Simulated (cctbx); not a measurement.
# A crystallographic session in cctbx: Sc4C4N

Library: cctbx 2025.11. The data are simulated by the first script.

## 1. Simulate the data

run.py:

```python
from cctbx import adptbx, crystal, miller, sgtbx, xray
from cctbx.array_family import flex
from iotbx.shelx import hklf
from scitbx import matrix
import scitbx.random

cs = crystal.symmetry(unit_cell=(6.066, 11.416, 3.398, 90, 90, 90), space_group_symbol='Hall: -P 2 2ab')  # Pbam
atoms = [  # label, site, U (iso, or U11 U22 U33 U12 U13 U23 in A^2), occupancy
    ("Sc1", (0.3991, 0.3083, 0.5), (0.0124, 0.0063, 0.0090, -0.0020, 0.0000, 0.0000), 1),
    ("Sc2", (0.2442, 0.0408, 0), (0.0062, 0.0130, 0.0113, 0.0009, 0.0000, 0.0000), 1),
    ("N1", (0, 0, 0.5), (0.0177, 0.0108, 0.0138, -0.0013, 0.0000, 0.0000), 0.6),
    ("C1", (0.9089, 0.6558, 0), (0.0089, 0.0129, 0.0251, 0.0024, 0.0000, 0.0000), 1),
    ("C2", (0.1335, 0.2358, 0), (0.0150, 0.0294, 0.0076, 0.0119, 0.0000, 0.0000), 1),
]
xs = xray.structure(crystal_symmetry=cs)
for label, site, u, occ in atoms:
    u = adptbx.u_cif_as_u_star(cs.unit_cell(), u) if isinstance(u, tuple) else u
    xs.add_scatterer(xray.scatterer(label, site=site, u=u, occupancy=occ))
xs.set_inelastic_form_factors(1.54184, "sasaki")
xs.show_summary()
p1 = xs.expand_to_p1()
ms = miller.build_set(p1, anomalous_flag=True, d_min=0.8)
flex.set_random_seed(780459)
scitbx.random.set_random_seed(780459)
ms = ms.select(flex.random_double(ms.size()) < 0.95)
i = ms.structure_factors_from_scatterers(p1, algorithm="direct").f_calc().as_intensity_array().data()
i = i / flex.sqrt(1 + 0.3 * i / flex.max(i))  # extinction
i = i * 40000 / flex.max(i)
sig = flex.sqrt(i + flex.pow2(0.04 * i) + 8 ** 2)
noise = scitbx.random.variate(scitbx.random.normal_distribution())(i.size())
data = ms.array(data=i + sig * noise, sigmas=sig).set_observation_type_xray_intensity()
with open("data.hkl", "w") as f:
    data.export_as_shelx_hklf(f)
print("reflections written:", data.size(), " <I/sigma> = %.1f" % flex.mean(data.data() / data.sigmas()))
for h, a, b in list(data.sort("data"))[:12]:
    print("%4d%4d%4d %9.1f %7.1f" % (h + (a, b)))
```

```console
$ python run.py
```

```text
Number of scatterers: 5
At special positions: 5
Unit cell: (6.066, 11.416, 3.398, 90, 90, 90)
Space group: P b a m (No. 55)
reflections written: 1841  <I/sigma> = 15.0
   0   0  -2   40990.8  1612.5
   0   0   2   39204.4  1612.5
  -1  -4   0   24904.7   980.9
   1  -4   0   24753.7   980.9
  -1   4   0   24623.2   980.9
   1   4   0   24135.2   980.9
   0  -2  -1   19274.6   724.3
  -2   0   1   18196.1   713.9
   0   2  -1   18160.1   724.3
  -4  -2   0   18109.9   726.3
  -1   6  -1   18073.1   665.2
  -2   0  -1   18022.6   713.9
```

It took 0.23 s on 1 thread of Arm Neoverse V2, on a shared host, peak memory 0.07 GiB.

## 2. Refinement

run.py:

```python
import math
from cctbx import adptbx, crystal, maptbx, sgtbx, xray
from cctbx.array_family import flex
from cctbx.xray import observations
from iotbx.shelx import hklf
from scitbx.lstbx import normal_eqns_solving
from smtbx import absolute_structure, utils
from smtbx.refinement import constraints, least_squares

cs = crystal.symmetry(unit_cell=(6.066, 11.416, 3.398, 90, 90, 90), space_group_symbol='Hall: -P 2 2ab')  # Pbam
atoms = [  # label, site, U (iso, or U11 U22 U33 U12 U13 U23 in A^2), occupancy
    ("Sc1", (0.3991, 0.3083, 0.5), 0.0200, 1),
    ("Sc2", (0.2442, 0.0408, 0), 0.0200, 1),
    ("N1", (0, 0, 0.5), 0.0200, 1),
    ("C1", (0.9089, 0.6558, 0), 0.0200, 1),
    ("C2", (0.1335, 0.2358, 0), 0.0200, 1),
]
xs = xray.structure(crystal_symmetry=cs)
for label, site, u, occ in atoms:
    u = adptbx.u_cif_as_u_star(cs.unit_cell(), u) if isinstance(u, tuple) else u
    xs.add_scatterer(xray.scatterer(label, site=site, u=u, occupancy=occ))
xs.set_inelastic_form_factors(1.54184, "sasaki")
xs.convert_to_anisotropic()
raw = hklf.reader(file_name="data.hkl").as_miller_arrays(crystal_symmetry=cs, anomalous=True)[0]
merged = raw.eliminate_sys_absent().merge_equivalents()
fo2 = merged.array().set_observation_type_xray_intensity()
print("Rint %.3f, %d unique reflections to %.2f A" % (merged.r_int(), fo2.size(), fo2.d_min()))
for sc in xs.scatterers():
    sc.flags.set_grad_site(True)
    sc.flags.set_grad_u_aniso(sc.flags.use_u_aniso())
    sc.flags.set_grad_u_iso(sc.flags.use_u_iso())
obs = fo2.as_xray_observations()
extra = {}
rep = constraints.reparametrisation(xs, [], utils.connectivity_table(xs), **extra)
ls = least_squares.crystallographic_ls(obs, rep, weighting_scheme=least_squares.mainstream_shelx_weighting(a=0, b=0))
print("cycle     R1     wR2    GooF  max shift (A)")
for cycle in range(12):
    ls.build_up()
    r1, wr2, goof = ls.r1_factor(cutoff_factor=2)[0], ls.wR2(), ls.goof()
    old = xs.sites_cart()
    normal_eqns_solving.levenberg_marquardt_iterations(ls, n_max_iterations=3, tau=1e-06, step_threshold=1e-7)
    big = flex.max((xs.sites_cart() - old).norms())
    print("%4d %7.4f %7.4f %7.3f %9.5f" % (cycle + 1, r1, wr2, goof, big))
    ls.build_up(objective_only=True)
    if abs(ls.wR2() - wr2) < 5e-5 and big < 5e-4:
        break
ls.build_up()
print("final R1 %.4f wR2 %.4f GooF %.3f  parameters %d  data/parameter %.1f" % (ls.r1_factor(cutoff_factor=2)[0], ls.wR2(), ls.goof(), ls.n_parameters, fo2.size() / ls.n_parameters))
cov = ls.covariance_matrix_and_annotations()
su = dict(zip(cov.annotations, (math.sqrt(max(v, 0)) for v in cov.matrix.matrix_packed_u_diagonal())))
a2 = cs.unit_cell().reciprocal_parameters()[0] ** -2
print("atom        x        y        z      Ueq    occ   su(xyz)  su(Uiso or U11)")
for sc in xs.scatterers():
    s = max(su.get(sc.label + k, 0) for k in (".x", ".y", ".z"))
    npd = "" if sc.is_positive_definite_u(cs.unit_cell()) else "  NPD"
    print("%-5s %8.5f %8.5f %8.5f %8.4f %6.3f %8.5f %7.4f%s" % ((sc.label,) + sc.site + (sc.u_iso_or_equiv(cs.unit_cell()), sc.occupancy, s, su.get(sc.label + ".uiso", su.get(sc.label + ".u11", 0) * a2), npd)))
fo = fo2.f_sq_as_f()
fc = fo.structure_factors_from_scatterers(xs, algorithm="direct").f_calc()
diff = fo.f_obs_minus_f_calc(1 / math.sqrt(ls.scale_factor()), fc).average_bijvoet_mates()
m = diff.fft_map(symmetry_flags=maptbx.use_space_group_symmetry, resolution_factor=0.25).apply_volume_scaling()
print("difference map: max %.2f min %.2f rms %.2f" % (m.statistics().max(), m.statistics().min(), m.statistics().sigma()))
peaks = m.peak_search(parameters=maptbx.peak_search_parameters(min_distance_sym_equiv=0.6, max_clusters=6)).all()
near = xs.closest_distances(peaks.sites(), distance_cutoff=4)
sps = cs.special_position_settings(min_distance_sym_equiv=0.5)
for k, (x, h) in enumerate(zip(peaks.sites(), peaks.heights())):
    ss = sps.site_symmetry(x)
    print("Q%-3d %7.4f %7.4f %7.4f %4d %7.2f  %.2f A from %s" % ((k + 1,) + tuple(t % 1 for t in ss.exact_site()) + (ss.multiplicity(), h, near.smallest_distances[k], xs.scatterers()[near.i_seqs[k]].label)))
```

```console
$ python run.py
```

```text
Rint 0.032, 287 unique reflections to 0.80 A
cycle     R1     wR2    GooF  max shift (A)
   1  0.1082  0.2629  11.198   0.00383
   2  0.0238  0.0673   2.865   0.00016
final R1 0.0239 wR2 0.0673 GooF 2.864  parameters 28  data/parameter 10.2
atom        x        y        z      Ueq    occ   su(xyz)  su(Uiso or U11)
Sc1    0.39907  0.30829  0.50000   0.0087  1.000  0.00011  0.0004
Sc2    0.24423  0.04080  0.00000   0.0097  1.000  0.00010  0.0004
N1     0.00000  0.00000  0.50000   0.0480  1.000  0.00000  0.0048
C1     0.90905  0.65587  0.00000   0.0146  1.000  0.00059  0.0017
C2     0.13408  0.23565  0.00000   0.0176  1.000  0.00066  0.0020
difference map: max 0.26 min -1.15 rms 0.14
Q1    0.2405  0.1775  0.2065    8    0.27  1.16 A from C2
Q2    0.1103  0.6967  0.2907    8    0.22  1.46 A from Sc1
Q3    0.0085  0.1491  0.2014    8    0.21  1.31 A from Sc1
Q4    0.0560  0.5433  0.2219    8    0.20  1.43 A from Sc2
Q5    0.2565  0.4362  0.1656    8    0.19  1.32 A from Sc2
Q6    0.0249  0.3327  0.1932    8    0.19  0.78 A from C1
```

Time: 0.38 s.

This run holds a fault made on purpose: disorder ignored: each site full, of its main element.

## 3. Refinement (occupancies of the disordered sites free, main element alone)

run.py, as its changes from the last script of this kind:

```diff
@@ -12,5 +12,5 @@
-    ("Sc1", (0.3991, 0.3083, 0.5), 0.0200, 1),
-    ("Sc2", (0.2442, 0.0408, 0), 0.0200, 1),
-    ("N1", (0, 0, 0.5), 0.0200, 1),
-    ("C1", (0.9089, 0.6558, 0), 0.0200, 1),
-    ("C2", (0.1335, 0.2358, 0), 0.0200, 1),
+    ("Sc1", (0.39907, 0.30829, 0.5), 0.0120, 1),
+    ("Sc2", (0.24423, 0.0408, 0), 0.0120, 1),
+    ("N1", (0, 0, 0.5), 0.0120, 1),
+    ("C1", (0.90905, 0.65587, 0), 0.0120, 1),
+    ("C2", (0.13408, 0.23565, 0), 0.0120, 1),
@@ -31,0 +32 @@
+    sc.flags.set_grad_occupancy(sc.label in ('N1',))
@@ -37 +38 @@
-for cycle in range(12):
+for cycle in range(20):
@@ -56,0 +58 @@
+print("su of occupancy N1: %.3f" % su["N1.occ"])
```

```console
$ python run.py
```

```text
Rint 0.032, 287 unique reflections to 0.80 A
cycle     R1     wR2    GooF  max shift (A)
   1  0.0721  0.1995   8.514   0.00020
   2  0.0224  0.0624   2.662   0.00018
   3  0.0213  0.0583   2.486   0.00013
   4  0.0202  0.0544   2.320   0.00013
   5  0.0192  0.0507   2.165   0.00012
   6  0.0182  0.0474   2.021   0.00012
   7  0.0174  0.0443   1.890   0.00011
   8  0.0166  0.0415   1.771   0.00010
   9  0.0159  0.0390   1.666   0.00010
  10  0.0152  0.0368   1.572   0.00009
  11  0.0147  0.0349   1.490   0.00008
  12  0.0142  0.0333   1.420   0.00008
  13  0.0138  0.0319   1.360   0.00008
  14  0.0134  0.0307   1.310   0.00007
  15  0.0131  0.0297   1.268   0.00007
  16  0.0129  0.0289   1.233   0.00006
  17  0.0127  0.0282   1.205   0.00006
  18  0.0125  0.0277   1.182   0.00005
  19  0.0123  0.0273   1.164   0.00005
  20  0.0122  0.0269   1.149   0.00004
final R1 0.0121 wR2 0.0267 GooF 1.138  parameters 29  data/parameter 9.9
atom        x        y        z      Ueq    occ   su(xyz)  su(Uiso or U11)
Sc1    0.39910  0.30829  0.50000   0.0091  1.000  0.00004  0.0002
Sc2    0.24420  0.04082  0.00000   0.0100  1.000  0.00004  0.0002
N1     0.00000  0.00000  0.50000   0.0186  0.639  0.00000  0.0018
C1     0.90903  0.65576  0.00000   0.0151  1.000  0.00024  0.0007
C2     0.13382  0.23558  0.00000   0.0177  1.000  0.00026  0.0008
su of occupancy N1: 0.010
difference map: max 0.23 min -0.33 rms 0.08
Q1    0.2378  0.1772  0.2181    8    0.24  1.18 A from C2
Q2    0.1169  0.6911  0.3012    8    0.17  1.50 A from Sc1
Q3    0.1440  0.1120  0.2901    8    0.16  1.42 A from Sc2
Q4    0.0003  0.0836  0.2465    8    0.16  1.29 A from N1
Q5    0.0436  0.5501  0.1930    8    0.16  1.45 A from Sc2
Q6    0.1247  0.4806  0.3175    8    0.16  1.51 A from Sc2
```

Run time: 1.2 s on 1 thread of Arm Neoverse V2 (shared host), peak memory 0.09 GiB.

[Logs are printed without paths, hosts, clocks, repeated set-up lines and the standing remarks that a program may print on its own settings, such as how far it seeks lower states.]
